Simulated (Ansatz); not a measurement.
## A hypothetical structure for Mn4Zn

This structure for Mn4Zn is made up. Its elements were placed in a known structure type with a cell scaled to their sizes. What cell does the guess relax to, and how far off was it?

Calculated with Ansatz 0.2.0; DFT, PBEsol, plane-wave PAW, files of the set soft_1, scalar-relativistic, ferromagnetic start, cell and ions relaxed at zero pressure; PAW set soft_1, in the first sound run; inputs show where later runs differ.

## 1. The structure

The structure is trigonal, space group R-3m (No. 166). The conventional cell has a = 2.507 Å, b = 2.507 Å, c = 31.431 Å, α = 90.00°, β = 90.00°, γ = 120.00°. Nearest to Zn lie 6 Zn at 2.51 Å and 6 Mn at 2.64 Å. Nearest to Mn lie 9 Mn at 2.48 to 2.51 Å and 3 Zn at 2.64 Å. Nearest to Mn lie 12 Mn at 2.48 to 2.51 Å. Farther neighbours are not listed.

Structure file:

```cif
data_structure
_symmetry_space_group_name_H-M 'R-3m:H'
_symmetry_Int_Tables_number 166
_cell_length_a 2.5070
_cell_length_b 2.5070
_cell_length_c 31.4310
_cell_angle_alpha 90.000
_cell_angle_beta 90.000
_cell_angle_gamma 120.000
_cell_volume 171.08
loop_
_atom_site_label
_atom_site_type_symbol
_atom_site_symmetry_multiplicity
_atom_site_Wyckoff_symbol
_atom_site_fract_x
_atom_site_fract_y
_atom_site_fract_z
_atom_site_occupancy
Zn1 Zn 3 a 0.00000 0.00000 0.00000 1
Mn1 Mn 6 c 0.33333 0.66667 0.07020 1
Mn2 Mn 6 c 0.66667 0.33333 0.13410 1
```

## 2. Relaxation of the guess

The guessed cell has no reason to be at equilibrium. It is relaxed with the atoms, within the space group of the guess.

The input, input.yaml:

```yaml
crystal:
  lattice:
    - [1.2535, 0.723708562, 10.477]
    - [-1.2535, 0.723708562, 10.477]
    - [0.0, -1.447417125, 10.477]
  atoms:
    - { symbol: Zn, position: [0.0, 0.0, 0.0] }
    - { symbol: Mn, position: [0.403533333, 0.403533333, 0.403533333], spin: 4.0 }
    - { symbol: Mn, position: [0.800766667, 0.800766667, 0.800766667], spin: 4.0 }
    - { symbol: Mn, position: [0.199233333, 0.199233333, 0.199233333], spin: 4.0 }
    - { symbol: Mn, position: [0.596466667, 0.596466667, 0.596466667], spin: 4.0 }
magnetization:
  spin_polarized: true
kpoints:
  mp_grid: { grid: [12, 12, 12] }
scf:
  occupations: { method: fermi_dirac, width: 0.05 }
hamiltonian:
  xc: pbesol
  pseudopotentials: { kind: paw, azcp: { folder: soft_1 }, xc_functional: pbe }
relax:
  f_tol: 0.015
  max_steps: 70
  cell: {}
output:
  forces: true
  stress: true
```

Command:

```
$ ansatz run input.yaml --threads 4 --pin off --max-ram 8192MiB --backend cpu --events-out ev --progress --plain --runs-dir out
```

Numbers of over 12 decimals in the logs are rounded to 6 here.

Log:

```text
basis.fft_grid_basis auto: the FFT boxes are laid along the combinations [[1, 0, -1], [0, 1, -1], [0, 0, 1]] of the cell's own vectors, 2.507, 2.507 and 10.577 Å long. The dense box has 18×18×72 points. Along the cell's own vectors, as sized, it would have 72×72×72, 16.00 times as many. Of the 12 symmetry operations that the crystal satisfies within crystal.symmetry.tolerance (time reversal apart; of a slab, those th [...]
Engine: ansatz 0.2.0, aarch64-unknown-linux-gnu
Pseudopotentials: kind: paw
Pseudopotential: Zn, paw, valence charge 12, recommended cutoff 420 eV (normal), soft_1/Zn.paw.azcp
Pseudopotential: Mn, paw, valence charge 15, recommended cutoff 420 eV (normal), soft_1/Mn.paw.azcp
Functional definition: PBEsol
  exchange = pbesol_x
  correlation = pbesol_c
Crystal: 5 atoms, lattice volume = 57.026 Å³
Basis set: ecut = 420 eV, 1115 PW (Γ), FFT grids on a1−a3, a2−a3, a3, exchange–correlation on 36×36×144 points (8 copies of the dense FFT grid, shifted against one another)
Bands: 53, of which v1, the nominal top of the filled ones, is band 36 counted from 1 (35 counted from 0)
Symmetry: 12 space group operations
Space group: R-3m (ITA 166), of the structure as read, at distance tolerance 3.8e-5 Å
Magnetic group: BNS 166.97 (UNI 1327), of the structure as read, at distance tolerance 3.8e-5 Å
k-points: 189 of 1728
Non-local potential: Zn, projectors of the file, l = 0: 2, l = 1: 2, l = 2: 3, l = 3: 1
Non-local potential: Mn, projectors of the file, l = 0: 3, l = 1: 2, l = 2: 3, l = 3: 1
PAW form: soft (Blöchl's): semilocal exchange-correlation on the pseudo side does not see the compensation charge
PAW frozen core: Zn, regenerated for the run's functional, and the local potential with it (the file was generated under x = pbe(κ = 0.804, μ = 0.219515), c = pbe(β = 0.066725))
PAW frozen core: Mn, regenerated for the run's functional, and the local potential with it (the file was generated under x = pbe(κ = 0.804, μ = 0.219515), c = pbe(β = 0.066725))
PAW one-centre angular grid: Zn, 590 points (default); XC on 64 Gauss nodes
PAW one-centre angular grid: Mn, 590 points (default); XC on 64 Gauss nodes
Initial density: superposition of atomic densities (chi_scale 0.1, normalization cell)
Starting moments: Σ|m| = 16 μB on 4 of 5 sites
Initial wavefunctions: pseudopotential atomic-orbital guess
Functional: x = pbesol(κ = 0.804, μ = 0.123457), c = pbesol(β = 0.046)
SCF iter   1: F=—  HF=-18750.209212 eV  |F-HF|=—  |Δ(HF+E_count)|=         —  Δρ=1.08e-1 (↑1.08e-1 ↓8.02e-2)  dr2=1.94e1  dr2_m=3.14e0  M=11.970 μB ∫|m|=12.099 μB  β_m=0.30  ethr=3.10e-3  ⟨swp⟩=6.5  Hψ=80346  notcnv=0  defer=133
Mixer restart at iter 1: flushing history
preconditioner: auto → none  [metal: Δε(μ)=0.001 eV  Ē_g=9.654 eV  σ=0.050 eV  W_gap=0.00  n_scr=8 (ndim 8)  ℏωp=31.1 eV  f_vac=0.000  D(μ)=6.73/eV (n_scr^D=86)  sad-step TF]
SCF iter   2: F=—  HF=-18750.584225 eV  |F-HF|=—  |Δ(HF+E_count)|=   3.75e-1  Δρ=6.43e-2 (↑6.43e-2 ↓5.93e-2)  dr2=1.19e1  dr2_m=1.72e0  M=11.695 μB ∫|m|=11.850 μB  β_m=0.49  ethr=3.10e-3  ⟨swp⟩=2.1  Hψ=34429  notcnv=0  defer=1830
SCF iter   3: F=—  HF=-18764.489080 eV  |F-HF|=—  |Δ(HF+E_count)|=    1.39e1  Δρ=1.47e-1 (↑1.47e-1 ↓9.58e-2)  dr2=2.97e2  dr2_m=1.72e0  M=10.274 μB ∫|m|=10.531 μB  β_m=0.30  ethr=3.10e-3  ⟨swp⟩=4.7  Hψ=48705  notcnv=0  defer=1649  recentre
SCF iter   4: F=—  HF=-18752.649411 eV  |F-HF|=—  |Δ(HF+E_count)|=    1.18e1  Δρ=5.55e-2 (↑4.94e-2 ↓5.55e-2)  dr2=1.77e1  dr2_m=8.77e-1  M=10.923 μB ∫|m|=11.091 μB  β_m=0.24  ethr=3.10e-3  ⟨swp⟩=3.9  Hψ=39879  notcnv=0  defer=1807
SCF iter   5: F=—  HF=-18753.433336 eV  |F-HF|=—  |Δ(HF+E_count)|=   7.84e-1  Δρ=3.82e-2 (↑3.11e-2 ↓3.82e-2)  dr2=6.65e-1  dr2_m=5.91e-1  M=9.688 μB ∫|m|=9.899 μB  β_m=0.12  ethr=3.10e-3  ⟨swp⟩=2.4  Hψ=27448  notcnv=0  defer=1894
SCF iter   6: F=—  HF=-18753.861089 eV  |F-HF|=—  |Δ(HF+E_count)|=   4.28e-1  Δρ=3.22e-2 (↑2.66e-2 ↓3.22e-2)  dr2=7.88e-2  dr2_m=4.38e-1  M=8.580 μB ∫|m|=8.804 μB  β_m=0.29  ethr=9.23e-4  ⟨swp⟩=2.8  Hψ=27689  notcnv=0  defer=1888
SCF iter   7: F=—  HF=-18756.014081 eV  |F-HF|=—  |Δ(HF+E_count)|=         —  Δρ=1.55e-1 (↑1.49e-1 ↓1.55e-1)  dr2=1.89e-1  dr2_m=1.20e1  M=1.703 μB ∫|m|=2.141 μB  β_m=1.00  ethr=1.09e-4  ⟨swp⟩=3.0  Hψ=36423  notcnv=0  defer=1883
Mixer restart at iter 7: flushing history
SCF iter   8: F=—  HF=-18756.059845 eV  |F-HF|=—  |Δ(HF+E_count)|=   4.58e-2  Δρ=6.43e-2 (↑6.43e-2 ↓3.33e-2)  dr2=1.59e1  dr2_m=3.87e-1  M=0.935 μB ∫|m|=1.414 μB  β_m=0.29  ethr=6.94e-5  ⟨swp⟩=3.3  Hψ=43835  notcnv=0  defer=2084
SCF iter   9: F=—  HF=-18762.971292 eV  |F-HF|=—  |Δ(HF+E_count)|=    6.91e0  Δρ=1.15e-1 (↑1.09e-1 ↓1.15e-1)  dr2=2.11e2  dr2_m=1.16e-1  M=1.249 μB ∫|m|=1.599 μB  β_m=0.13  ethr=6.94e-5  ⟨swp⟩=4.7  Hψ=61986  notcnv=0  defer=2348  recentre
SCF iter  10: F=—  HF=-18755.487918 eV  |F-HF|=—  |Δ(HF+E_count)|=    7.48e0  Δρ=4.57e-2 (↑4.57e-2 ↓2.37e-2)  dr2=4.22e0  dr2_m=3.92e-1  M=0.748 μB ∫|m|=1.384 μB  β_m=0.14  ethr=6.94e-5  ⟨swp⟩=4.1  Hψ=57598  notcnv=0  defer=2085
SCF iter  11: F=—  HF=-18755.446668 eV  |F-HF|=—  |Δ(HF+E_count)|=   4.12e-2  Δρ=3.30e-2 (↑3.30e-2 ↓1.99e-2)  dr2=1.51e-1  dr2_m=3.55e-1  M=0.536 μB ∫|m|=1.325 μB  β_m=0.17  ethr=6.94e-5  ⟨swp⟩=2.5  Hψ=40829  notcnv=0  defer=2209
SCF iter  12: F=—  HF=-18755.494578 eV  |F-HF|=—  |Δ(HF+E_count)|=   4.79e-2  Δρ=2.08e-2 (↑2.08e-2 ↓1.87e-2)  dr2=2.07e-2  dr2_m=2.00e-1  M=0.400 μB ∫|m|=1.344 μB  β_m=0.16  ethr=6.94e-5  ⟨swp⟩=2.1  Hψ=34662  notcnv=0  defer=2177
SCF iter  13: F=—  HF=-18755.515768 eV  |F-HF|=—  |Δ(HF+E_count)|=   2.12e-2  Δρ=1.62e-2 (↑1.62e-2 ↓1.07e-2)  dr2=2.76e-2  dr2_m=9.07e-2  M=0.230 μB ∫|m|=1.233 μB  β_m=0.23  ethr=2.88e-5  ⟨swp⟩=2.4  Hψ=30318  notcnv=0  defer=2177
SCF iter  14: F=—  HF=-18755.520129 eV  |F-HF|=—  |Δ(HF+E_count)|=   4.36e-3  Δρ=2.39e-3 (↑2.39e-3 ↓2.32e-3)  dr2=7.57e-3  dr2_m=8.21e-4  M=-0.015 μB ∫|m|=1.150 μB  β_m=0.42  ethr=2.88e-5  ⟨swp⟩=2.1  Hψ=33384  notcnv=0  defer=2177
SCF iter  15: F=—  HF=-18755.521065 eV  |F-HF|=—  |Δ(HF+E_count)|=   9.36e-4  Δρ=1.10e-3 (↑9.28e-4 ↓1.10e-3)  dr2=2.77e-3  dr2_m=3.19e-4  M=-0.001 μB ∫|m|=1.142 μB  β_m=0.57  ethr=1.05e-5  ⟨swp⟩=2.1  Hψ=26537  notcnv=0  defer=2129
SCF iter  16: F=—  HF=-18755.521882 eV  |F-HF|=—  |Δ(HF+E_count)|=   8.16e-4  Δρ=2.06e-3 (↑2.06e-3 ↓1.79e-3)  dr2=2.10e-4  dr2_m=1.90e-3  M=0.009 μB ∫|m|=1.103 μB  β_m=0.69  ethr=3.84e-6  ⟨swp⟩=1.7  Hψ=22025  notcnv=0  defer=2158
[...]
SCF iter   2: F=—  HF=-18755.722004 eV  |F-HF|=—  |Δ(HF+E_count)|=   2.42e-5  Δρ=1.62e-4 (↑1.62e-4 ↓1.62e-4)  dr2=3.78e-4  dr2_m=2.38e-11  M=0.000 μB ∫|m|=0.000 μB  β_m=0.30  ethr=2.38e-8  ⟨swp⟩=2.0  Hψ=28838  notcnv=0
SCF iter   3: F=—  HF=-18755.721984 eV  |F-HF|=—  |Δ(HF+E_count)|=   1.97e-5  Δρ=5.73e-5 (↑5.73e-5 ↓5.71e-5)  dr2=5.61e-5  dr2_m=2.40e-11  M=0.000 μB ∫|m|=0.000 μB  β_m=0.25  ethr=2.38e-8  ⟨swp⟩=2.0  Hψ=27723  notcnv=0
SCF iter   4: F=—  HF=-18755.721981 eV  |F-HF|=—  |Δ(HF+E_count)|=   2.85e-6  Δρ=2.10e-5 (↑2.10e-5 ↓2.09e-5)  dr2=7.16e-7  dr2_m=8.91e-11  M=0.000 μB ∫|m|=0.000 μB  β_m=0.26  ethr=2.38e-8  ⟨swp⟩=1.2  Hψ=20092  notcnv=0
SCF iter   5: F=—  HF=-18755.721983 eV  |F-HF|=—  |Δ(HF+E_count)|=   1.39e-6  Δρ=1.05e-5 (↑1.04e-5 ↓1.05e-5)  dr2=9.41e-8  dr2_m=1.27e-11  M=0.000 μB ∫|m|=0.000 μB  β_m=0.36  ethr=9.95e-10  ⟨swp⟩=2.0  Hψ=26305  notcnv=0
SCF iter   6: F=—  HF=-18755.721984 eV  |F-HF|=—  |Δ(HF+E_count)|=   1.08e-6  Δρ=7.84e-6 (↑7.84e-6 ↓7.84e-6)  dr2=1.37e-7  dr2_m=2.09e-11  M=0.000 μB ∫|m|=0.000 μB  β_m=0.49  ethr=1.31e-10  ⟨swp⟩=2.0  Hψ=25812  notcnv=0
SCF iter   7: F=—  HF=-18755.721985 eV  |F-HF|=—  |Δ(HF+E_count)|=   8.87e-7  Δρ=4.23e-6 (↑4.05e-6 ↓4.23e-6)  dr2=3.08e-8  dr2_m=1.54e-11  M=0.000 μB ∫|m|=0.000 μB  β_m=0.43  ethr=1.31e-10  ⟨swp⟩=2.0  Hψ=32864  notcnv=0
SCF iter   8: F=—  HF=-18755.721985 eV  |F-HF|=—  |Δ(HF+E_count)|=   1.24e-7  Δρ=1.09e-6 (↑1.09e-6 ↓1.08e-6)  dr2=2.09e-9  dr2_m=1.41e-11  M=0.000 μB ∫|m|=0.000 μB  β_m=0.60  ethr=4.28e-11  ⟨swp⟩=2.0  Hψ=31168  notcnv=0
SCF iter   9: F=—  HF=-18755.721985 eV  |F-HF|=—  |Δ(HF+E_count)|=   1.35e-8  Δρ=5.71e-7 (↑5.71e-7 ↓4.23e-7)  dr2=4.93e-10  dr2_m=1.56e-11  M=0.000 μB ∫|m|=0.000 μB  β_m=0.55  ethr=2.90e-12  ⟨swp⟩=2.0  Hψ=33448  notcnv=0
SCF iter  10: F=—  HF=-18755.721985 eV  |F-HF|=—  |Δ(HF+E_count)|=  5.82e-10  Δρ=4.38e-7 (↑4.38e-7 ↓3.92e-7)  dr2=2.44e-10  dr2_m=4.08e-11  M=0.000 μB ∫|m|=0.000 μB  β_m=0.55  ethr=1.00e-12  ⟨swp⟩=2.0  Hψ=26278  notcnv=0
SCF iter  11: F=—  HF=-18755.721985 eV  |F-HF|=—  |Δ(HF+E_count)|=  6.84e-10  Δρ=3.77e-7 (↑3.77e-7 ↓1.77e-7)  dr2=1.29e-10  dr2_m=3.43e-11  M=0.000 μB ∫|m|=0.000 μB  β_m=0.77  ethr=1.00e-12  ⟨swp⟩=2.2  Hψ=28473  notcnv=0
SCF iter  12: F=—  HF=-18755.721985 eV  |F-HF|=—  |Δ(HF+E_count)|=  1.09e-10  Δρ=3.90e-7 (↑3.34e-7 ↓3.90e-7)  dr2=1.23e-9  dr2_m=2.61e-11  M=0.000 μB ∫|m|=0.000 μB  β_m=0.59  ethr=1.00e-12  ⟨swp⟩=2.0  Hψ=24430  notcnv=0  recentre
SCF iter  13: F=—  HF=-18755.721985 eV  |F-HF|=—  |Δ(HF+E_count)|=  3.64e-12  Δρ=1.88e-7 (↑1.88e-7 ↓1.41e-7)  dr2=2.44e-10  dr2_m=3.12e-12  M=0.000 μB ∫|m|=0.000 μB  β_m=0.48  ethr=1.00e-12  ⟨swp⟩=1.7  Hψ=20477  notcnv=0
SCF iter  14: F=—  HF=-18755.721985 eV  |F-HF|=—  |Δ(HF+E_count)|=  4.37e-11  Δρ=2.17e-7 (↑9.24e-8 ↓2.17e-7)  dr2=2.25e-11  dr2_m=1.07e-11  M=0.000 μB ∫|m|=0.000 μB  β_m=0.46  ethr=1.00e-12  ⟨swp⟩=1.9  Hψ=21311  notcnv=0
SCF iter  15: F=—  HF=-18755.721985 eV  |F-HF|=—  |Δ(HF+E_count)|=  5.82e-11  Δρ=1.51e-7 (↑5.64e-8 ↓1.51e-7)  dr2=2.80e-11  dr2_m=2.38e-12  M=0.000 μB ∫|m|=0.000 μB  β_m=0.73  ethr=1.00e-12  ⟨swp⟩=1.0  Hψ=20034  notcnv=0
SCF iter  16: F=—  HF=-18755.721985 eV  |F-HF|=—  |Δ(HF+E_count)|=  9.09e-11  Δρ=1.37e-7 (↑1.06e-7 ↓1.37e-7)  dr2=8.34e-12  dr2_m=5.57e-12  M=0.000 μB ∫|m|=0.000 μB  β_m=0.84  ethr=1.00e-12  ⟨swp⟩=1.1  Hψ=20072  notcnv=0
SCF iter  17: F=—  HF=-18755.721985 eV  |F-HF|=—  |Δ(HF+E_count)|=  1.82e-11  Δρ=1.21e-7 (↑7.29e-8 ↓1.21e-7)  dr2=2.51e-11  dr2_m=5.33e-13  M=0.000 μB ∫|m|=0.000 μB  β_m=0.82  ethr=1.00e-12  ⟨swp⟩=1.0  Hψ=20036  notcnv=0
SCF iter  18: F=—  HF=-18755.721985 eV  |F-HF|=—  |Δ(HF+E_count)|=  3.27e-11  Δρ=1.70e-7 (↑1.57e-7 ↓1.70e-7)  dr2=1.39e-10  dr2_m=2.33e-14  M=-0.000 μB ∫|m|=0.000 μB  β_m=0.68  ethr=1.00e-12  ⟨swp⟩=1.1  Hψ=20056  notcnv=0
SCF iter  19: F=-18755.721985 eV  HF=-18755.721985 eV  |F-HF|=7.28e-12  |Δ(HF+E_count)|=  7.28e-12  Δρ=5.59e-8 (↑5.59e-8 ↓5.58e-8)  dr2=1.39e-11  dr2_m=1.28e-16  M=-0.000 μB ∫|m|=0.000 μB  ethr=1.00e-12  ⟨swp⟩=2.1  Hψ=49578  notcnv=0
the starting moments were not kept: the SCF closed with an absolute magnetisation of 2.3e-7 μB, where they sum to 16 μB in size (4 sites). That is at most 0.1 of that sum. Measured as dr2_m measures the in/out step, that magnetisation stands 1.9e-14 eV from none, at or under the dr2_threshold of 5.0e-11 eV: it is no larger than a step whose dr2_m would equal this threshold.
SCF 7 converged in 19 iterations: F = -18755.721985 eV  dr2 = 1.39e-11
relax step   7: F+E_penalty+E_count = -18755.72198466 eV  Δ(F+E_penalty+E_count) = +5.044e-3 eV  max|allowed force component| = 1.224e-3 eV/Å  Δτ_max = 0.0000 Å  P = +0.021 GPa  Ω = 54.424 Å³  stress off target by 2.84e-2 GPa  SCF on the basis re-selected at this cell (its energy is not comparable with the rows above)  (19 SCF iters)
basis re-selected at this cell: Δ(F+E_penalty+E_count) = +5.044e-3 eV, ΔP = +0.028 GPa vs the last step (what re-selecting the basis moved, of the pressure what is left beyond the Pulay correction that the steps carried, after the strain that the cell walked since its last selection, with what the two solves' SCF thresholds leave and, on support functions, any second-order correction that the steps lacked; it is no m [...]
SCF converged after 19 iterations
Magnetization: -0.0000 μB (36.0000 up, 36.0000 down)
Absolute magnetization: 0.0000 μB (∫|ρ↑−ρ↓|, with the PAW one-centre terms)
Spin contamination: 0.0000 ħ² per cell (⟨S²⟩ above its minimum at these occupations)
Per-site moments (μB) at R_I (Å): [(-8.848596537249481e-11, 1.024345), (4.087645299518663e-8, 0.971004), (-6.746064910527043e-8, 0.971004), (-6.746064917445646e-8, 0.971004), (4.087645298830276e-8, 0.971004)]
Free energy (F): -18755.721985 eV
Harris-Foulkes:  -18755.721985 eV  (|F-HF|=7.28e-12)
Internal energy: -18755.684426 eV  (E = F + TS)
E sigma→0 (E₀):  -18755.703205 eV
Entropy (-TS):   -0.037559 eV (-7.512 meV/atom)
Fermi energy:    18.924085 eV
--- Per-component energies (eV) ---
  E_band       = -561.895143
  E_kinetic    = 1441.651399
  E_local      = -9376.158429  (includes V_loc(G=0)·N_el)
  E_nonlocal   = 2630.656912
  E_hartree    = 3576.399322
  E_xc         = -522.753152
  E_vxc        = -623.237133  (∫ρ·V_xc dr)
  E_paw        = -7032.673805  (= ΣΔE_a)
  E_vpaw       = -1787.606769  (= ΣTr[D̂ρ^β])
  E_aug_tail   = 0.000144  (compensation charges beyond the density's cutoff)
  E_ewald      = -9474.282775
  E_core_change = 1.475958  (= ΣΔE_core)
  E_smearing   = -0.037559  (= −TS)
  E_closure    = 0.000000  (closes the sum)
  Σ components = -18755.721985   (vs F -18755.721985, Δ=0.00e0)
--- Forces (eV/Å), atoms counted from 1 ---
  atom   1  Zn     0.00000000    -0.00000000     0.00000000
  atom   2  Mn     0.00000000     0.00000000    -0.00122414
  atom   3  Mn     0.00000000    -0.00000000     0.00075116
  atom   4  Mn     0.00000000     0.00000000    -0.00075116
  atom   5  Mn     0.00000000    -0.00000000     0.00122414
  max |Σ_I F_I| component: 9.25e-18 eV/Å
--- Stress (GPa, compression-positive) ---
        0.016964       0.000000      -0.000000
        0.000000       0.016964      -0.000000
       -0.000000      -0.000000       0.028403
  P = ⅓ Tr σ = 0.0208 GPa (0.208 kbar)
--- Relaxed structure (6 steps of the walk, 6 accepted, 1 SCFs on fresh bases) ---
  F+E_penalty+E_count = -18755.72198466 eV   max|allowed force component| = 1.224e-3 eV/Å   (the final SCF, on the basis selected at the relaxed cell)
  cell:  # Å, volume = 54.4242 Å³
    - [1.241631, 0.716856, 10.190997]
    - [-1.241631, 0.716856, 10.190997]
    - [0, -1.433712, 10.190997]
  atoms:
    - { symbol: Zn, position: [0, 0, 0] }
    - { symbol: Mn, position: [0.405068, 0.405068, 0.405068] }
    - { symbol: Mn, position: [0.799467, 0.799467, 0.799467] }
    - { symbol: Mn, position: [0.200533, 0.200533, 0.200533] }
    - { symbol: Mn, position: [0.594932, 0.594932, 0.594932] }
```

Elapsed: 3.3 min, on 4 threads of Arm Neoverse V2, shared host; peak memory 1 GiB; 13 min of CPU time.

Relaxation path:

```tsv
step	energy less that of the first step (eV)	largest force component (eV/Å)	pressure (GPa)	volume (Å³)
1	0.0000	0.8728	-12.20	57.03
2	-0.1592	0.5683	-3.96	55.07
3	-0.2019	0.0756	1.92	54.00
4	-0.2045	0.0389	0.34	54.33
5	-0.2046	0.0072	0.01	54.42
6	-0.2046	0.0007	-0.01	54.42
7*	-0.1995	0.0012	0.02	54.42
```

Relaxation steps marked * repeat the geometry before them on a plane-wave basis chosen anew for their cell, so energy and pressure can jump there.

Forces are held to the 12 operations that the run works with; a distortion that breaks them can't arise in this run.

```tsv
conventional cell, symmetrised	before	after	change
a (Å)	2.507	2.483	-0.9 %
b (Å)	2.507	2.483	-0.9 %
c (Å)	31.431	30.573	-2.7 %
volume (Å³/atom)	11.41	10.88	-4.6 %
```

The atoms that moved most (Å, as changes of fractional coordinates times the final cell):

```tsv
atom	dx	dy	dz	length
Mn5	0.000	0.000	-0.047	0.047
Mn2	0.000	0.000	0.047	0.047
Mn3	0.000	0.000	-0.040	0.040
Mn4	0.000	0.000	0.040	0.040
```

This step gave:

```yaml
free_energy: -18755.7220 eV
energy_at_zero_smearing: -18755.7032 eV
smearing_term_ts: 0.03756 eV
fermi_energy: 18.92 eV
electrons: 72
symmetry_operations: 12
pressure: 0.02078 GPa
```

The shortest distance of each pair, which need not be the same contact before and after:

```tsv
pair	guess (Å)	relaxed (Å)
Mn–Mn	2.476	2.354
Zn–Zn	2.507	2.483
Mn–Zn	2.639	2.620
```

The relaxation ends with a largest force component of 0.0012 eV/Å and a pressure of 0.02 GPa. No moment survives the cycle: this start ends non-magnetic.

(Part 1 of 2 ends here.)

[Logs are printed without paths, hosts, clocks, repeated set-up lines and the standing remarks that a program may print on its own settings, such as how far it seeks lower states.]

[Hosts, paths, dates, database ids (printed as entryN), source tags and the programs' standing remarks are cut or masked in the printed files.]
